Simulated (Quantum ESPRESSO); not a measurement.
**Magnetic state of La2InNi2 from several starts**

A self-consistent run ends on one state, which hangs on the start. Several orders of La2InNi2 are started in Quantum ESPRESSO and their energies compared.

Method: LDA; plane waves with GBRV 1.5 LDA potentials, no spin-orbit coupling, in Quantum ESPRESSO 7.5.

**1. The structure**

Symmetry: P4/mbm, No. 127, tetragonal system. Conventional cell: a = 7.586 Å, b = 7.586 Å, c = 3.851 Å, α = 90.00°, β = 90.00°, γ = 90.00°. Nearest to La lie 6 Ni at 2.92 to 2.98 Å. Nearest to In lie 4 Ni at 3.02 Å. Nearest to Ni lie 1 Ni at 2.57 Å and 6 La at 2.92 to 2.98 Å and 2 In at 3.02 Å. Farther neighbours are not listed.

The cell comes from Materials Project 2023-11-01, a database of computed structures, and need not be the stable phase.

**2. Run 1 (ferro ++++)**

The signs are those of the starting moments on the seeded atoms, the atoms that are given a moment.

pw.in reads:

```
&CONTROL
  calculation = 'scf'
  prefix = 'pwscf'
  outdir = './tmp'
  pseudo_dir = './pseudo'
  disk_io = 'nowf'
/
&SYSTEM
  ibrav = 0
  nat = 10
  ntyp = 3
  ecutwfc = 40
  ecutrho = 280
  nbnd = 90
  occupations = 'smearing'
  smearing = 'fd'
  degauss = 0.00734986
  nspin = 2
  starting_magnetization(1) = 0
  starting_magnetization(2) = 0
  starting_magnetization(3) = 0.0556
/
&ELECTRONS
  conv_thr = 2d-08
  electron_maxstep = 150
  mixing_beta = 0.3
/
ATOMIC_SPECIES
La    138.9055 la_lda_v1.uspp.F.UPF
In    114.8180 in_lda_v1.4.uspp.F.UPF
Ni     58.6934 ni_lda_v1.4.uspp.F.UPF
CELL_PARAMETERS angstrom
   7.5861971600    0.0000000000    0.0000000000
   0.0000000000    7.5861971600    0.0000000000
   0.0000000000    0.0000000000    3.8511463700
ATOMIC_POSITIONS crystal
La      0.1754168200    0.6754168200    0.5000000000
La      0.8245831800    0.3245831800    0.5000000000
La      0.3245831800    0.1754168200    0.5000000000
La      0.6754168200    0.8245831800    0.5000000000
In      0.5000000000    0.5000000000    0.0000000000
In      0.0000000000    0.0000000000    0.0000000000
Ni      0.6199806900    0.1199806900    0.0000000000
Ni      0.3800193100    0.8800193100    0.0000000000
Ni      0.8800193100    0.6199806900    0.0000000000
Ni      0.1199806900    0.3800193100    0.0000000000
K_POINTS automatic
4 4 8 0 0 0
```

The run is started by

```sh
$ OMP_NUM_THREADS=1 mpirun -n 4 pw.x -nk 4 -in pw.in > pw.out
```

Log:

```text
Program PWSCF v.7.5 starts

     Message from routine setup:
     using ibrav=0 with symmetry is DISCOURAGED, use correct ibrav instead

     K-points division:     npool     =       4
     Subspace diagonalization in iterative solution of the eigenvalue problem:

     G-vector sticks info
     --------------------
     sticks:   dense  smooth     PW     G-vecs:    dense   smooth      PW
     Sum        4577    2609    769               118415    51085    8151

     Using Slab Decomposition

     bravais-lattice index     =            0
     lattice parameter (alat)  =      14.3358  a.u.
     unit-cell volume          =    1495.6669 (a.u.)^3
     number of atoms/cell      =           10
     number of atomic types    =            3
     number of electrons       =       142.00
     number of Kohn-Sham states=           90
     kinetic-energy cutoff     =      40.0000  Ry
     charge density cutoff     =     280.0000  Ry
     scf convergence threshold =      2.0E-08
     mixing beta               =       0.3000
     number of iterations used =            8  plain     mixing
     Exchange-correlation=  SLA  PZ   NOGX NOGC
                           (   1   1   0   0   0   0   0)

     celldm(1)=  14.335835  celldm(2)=   0.000000  celldm(3)=   0.000000
     celldm(4)=   0.000000  celldm(5)=   0.000000  celldm(6)=   0.000000

     crystal axes: (cart. coord. in units of alat)
               a(1) = (   1.000000   0.000000   0.000000 )
               a(2) = (   0.000000   1.000000   0.000000 )
               a(3) = (   0.000000   0.000000   0.507652 )

     reciprocal axes: (cart. coord. in units 2 pi/alat)
               b(1) = (  1.000000  0.000000  0.000000 )
               b(2) = (  0.000000  1.000000  0.000000 )
               b(3) = (  0.000000  0.000000  1.969854 )

     PseudoPot. # 1 for La read from file:
     la_lda_v1.uspp.F.UPF
     Pseudo is Ultrasoft + core correction, Zval = 11.0
     Generated by new atomic code, or converted to UPF format
     Using radial grid of  995 points,  8 beta functions with:
                l(1) =   0
                l(2) =   0
                l(3) =   1
                l(4) =   1
                l(5) =   2
                l(6) =   2
                l(7) =   3
                l(8) =   3
     Q(r) pseudized with  8 coefficients,  rinner =    1.700   1.700   1.700
                                                       1.700   1.700   1.700
                                                       1.700

     PseudoPot. # 2 for In read from file:
     in_lda_v1.4.uspp.F.UPF
     Pseudo is Ultrasoft + core correction, Zval = 13.0
     Generated by new atomic code, or converted to UPF format
     Using radial grid of  889 points,  6 beta functions with:
                l(1) =   0
                l(2) =   0
                l(3) =   1
                l(4) =   1
                l(5) =   2
                l(6) =   2
     Q(r) pseudized with  6 coefficients,  rinner =    1.400   1.400   1.400
                                                       1.400   1.400

     PseudoPot. # 3 for Ni read from file:
     ni_lda_v1.4.uspp.F.UPF
     Pseudo is Ultrasoft + core correction, Zval = 18.0
     Generated by new atomic code, or converted to UPF format
     Using radial grid of  865 points,  6 beta functions with:
                l(1) =   0
                l(2) =   0
                l(3) =   1
                l(4) =   1
                l(5) =   2
                l(6) =   2
     Q(r) pseudized with 10 coefficients,  rinner =    0.980   0.980   0.980
                                                       0.980   0.980

     atomic species   valence    mass     pseudopotential
     La               11.00   138.90550     La( 1.00)
     In               13.00   114.81800     In( 1.00)
     Ni               18.00    58.69340     Ni( 1.00)

     Starting magnetic structure
     atomic species   magnetization
     La              0.000
     In              0.000
     Ni              0.056

     16 Sym. Ops., with inversion, found ( 8 have fractional translation)

   Cartesian axes

     site n.     atom                  positions (alat units)
         1        La     tau(   1) = (   0.1754168   0.6754168   0.2538259  )
         2        La     tau(   2) = (   0.8245832   0.3245832   0.2538259  )
         3        La     tau(   3) = (   0.3245832   0.1754168   0.2538259  )
         4        La     tau(   4) = (   0.6754168   0.8245832   0.2538259  )
         5        In     tau(   5) = (   0.5000000   0.5000000   0.0000000  )
         6        In     tau(   6) = (   0.0000000   0.0000000   0.0000000  )
         7        Ni     tau(   7) = (   0.6199807   0.1199807   0.0000000  )
         8        Ni     tau(   8) = (   0.3800193   0.8800193   0.0000000  )
         9        Ni     tau(   9) = (   0.8800193   0.6199807   0.0000000  )
        10        Ni     tau(  10) = (   0.1199807   0.3800193   0.0000000  )

     number of k points=    30  Fermi-Dirac smearing, width (Ry)=  0.0073
                       cart. coord. in units 2pi/alat
        k(    1) = (   0.0000000   0.0000000   0.0000000), wk =   0.0078125
        k(    2) = (   0.0000000   0.0000000   0.2462318), wk =   0.0156250
        k(    3) = (   0.0000000   0.0000000   0.4924636), wk =   0.0156250
        k(    4) = (   0.0000000   0.0000000   0.7386954), wk =   0.0156250
        k(    5) = (   0.0000000   0.0000000  -0.9849271), wk =   0.0078125
        [... 25 further k-points ...]

     Dense  grid:   118415 G-vectors     FFT dimensions: (  80,  80,  40)

     Smooth grid:    51085 G-vectors     FFT dimensions: (  60,  60,  30)

     Check: negative core charge=   -0.000005
     Generating pointlists ...
     new r_m :   0.1588 (alat units)  2.2761 (a.u.) for type    1
     new r_m :   0.1644 (alat units)  2.3566 (a.u.) for type    2
     new r_m :   0.1400 (alat units)  2.0068 (a.u.) for type    3

     Initial potential from superposition of free atoms

     starting charge     130.8854, renormalised to     142.0000

     negative rho (up, down):  1.815E-01 1.815E-01
     Starting wfcs are  150 randomized atomic wfcs

     Self-consistent Calculation

     iteration #  1     ecut=    40.00 Ry     beta= 0.30
     Davidson diagonalization with overlap
     ethr =  1.00E-02,  avg # of iterations =  2.5

     total energy              =   -1956.84977688 Ry
     estimated scf accuracy    <     258.47310266 Ry

     total magnetization       =     0.22 Bohr mag/cell
     absolute magnetization    =     0.26 Bohr mag/cell

     iteration #  2     ecut=    40.00 Ry     beta= 0.30
     Davidson diagonalization with overlap
     ethr =  1.00E-02,  avg # of iterations =  6.1

     negative rho (up, down):  1.602E-04 4.345E-04

     total energy              =   -2050.84562286 Ry
     estimated scf accuracy    <     124.43043049 Ry

     total magnetization       =     0.22 Bohr mag/cell
     absolute magnetization    =     0.25 Bohr mag/cell

     iteration #  3     ecut=    40.00 Ry     beta= 0.30
     Davidson diagonalization with overlap
     ethr =  1.00E-02,  avg # of iterations =  2.0

     negative rho (up, down):  1.117E-02 1.212E-02

     total energy              =   -2046.30900797 Ry
     estimated scf accuracy    <      33.17875596 Ry

     total magnetization       =     0.11 Bohr mag/cell
     absolute magnetization    =     0.19 Bohr mag/cell

     [... further iterations left out ...]

     iteration # 17     ecut=    40.00 Ry     beta= 0.30
     Davidson diagonalization with overlap
     ethr =  3.78E-08,  avg # of iterations =  4.5

     negative rho (up, down):  1.168E-01 1.168E-01

     total energy              =   -2048.18363494 Ry
     estimated scf accuracy    <       0.00001392 Ry

     total magnetization       =    -0.00 Bohr mag/cell
     absolute magnetization    =     0.00 Bohr mag/cell

     iteration # 18     ecut=    40.00 Ry     beta= 0.30
     Davidson diagonalization with overlap
     ethr =  9.80E-09,  avg # of iterations =  2.2

     negative rho (up, down):  1.168E-01 1.168E-01

     total energy              =   -2048.18363631 Ry
     estimated scf accuracy    <       0.00000036 Ry

     total magnetization       =    -0.00 Bohr mag/cell
     absolute magnetization    =     0.00 Bohr mag/cell

     iteration # 19     ecut=    40.00 Ry     beta= 0.30
     Davidson diagonalization with overlap
     c_bands:  1 eigenvalues not converged
     c_bands:  1 eigenvalues not converged
     ethr =  2.55E-10,  avg # of iterations =  5.2

     negative rho (up, down):  1.168E-01 1.167E-01

     total energy              =   -2048.18363650 Ry
     estimated scf accuracy    <       0.00000004 Ry

     total magnetization       =    -0.00 Bohr mag/cell
     absolute magnetization    =     0.00 Bohr mag/cell

     iteration # 20     ecut=    40.00 Ry     beta= 0.30
     Davidson diagonalization with overlap
     ethr =  2.69E-11,  avg # of iterations =  4.4

     negative rho (up, down):  1.168E-01 1.168E-01

     Magnetic moment per site  (integrated on atomic sphere of radius R)
     atom   1 (R=0.159)  charge=  7.9153  magn= -0.0000
     atom   2 (R=0.159)  charge=  7.9153  magn= -0.0000
     atom   3 (R=0.159)  charge=  7.9153  magn= -0.0000
     atom   4 (R=0.159)  charge=  7.9153  magn= -0.0000
     atom   5 (R=0.164)  charge= 11.4380  magn= -0.0000
     atom   6 (R=0.164)  charge= 11.4380  magn= -0.0000
     atom   7 (R=0.140)  charge= 16.8674  magn=  0.0000
     atom   8 (R=0.140)  charge= 16.8674  magn=  0.0000
     atom   9 (R=0.140)  charge= 16.8674  magn=  0.0000
     atom  10 (R=0.140)  charge= 16.8674  magn=  0.0000

     End of self-consistent calculation

     [... lines left out ...]
     the Fermi energy is    13.1387 ev

!    total energy              =   -2048.18363651 Ry
     estimated scf accuracy    <          4.4E-09 Ry
     smearing contrib. (-TS)   =      -0.01717023 Ry
     internal energy E=F+TS    =   -2048.16646629 Ry

     The total energy is F=E-TS. E is the sum of the following terms:
     one-electron contribution =   -1244.03574522 Ry
     hartree contribution      =     704.82437017 Ry
     xc contribution           =    -410.53812657 Ry
     ewald contribution        =   -1098.41696467 Ry

     total magnetization       =    -0.00 Bohr mag/cell
     absolute magnetization    =     0.00 Bohr mag/cell

     convergence has been achieved in  20 iterations

=------------------------------------------------------------------------------=
   JOB DONE.
=------------------------------------------------------------------------------=
```

Wall time 4.7 min (4 MPI ranks of AMD EPYC 9R14 (Zen 4), shared host); peak memory 2.1 GiB.

The spin moment in the atom's sphere vanishes on all atoms.

Numbers from this step:

| Property | Result |
| --- | --- |
| smearing term TS | 0.2336 eV |
| magnetization | 0 μB |
| absolute magnetization | 0 μB |
| final state | non-magnetic |

(Part 1 of 2 ends here.)

[Logs and program files are shortened in this print: banners, set-up blocks, solver, clock and traceback lines can be left out without a mark of their own.]

[Logs are printed without paths, hosts, clocks, repeated set-up lines and the standing remarks that a program may print on its own settings, such as how far it seeks lower states.]

[Hosts, paths, dates, database ids (printed as entryN), source tags and the programs' standing remarks are cut or masked in the printed files.]

[Where a cell is said to come from a database of computed structures, the database is the Materials Project.]
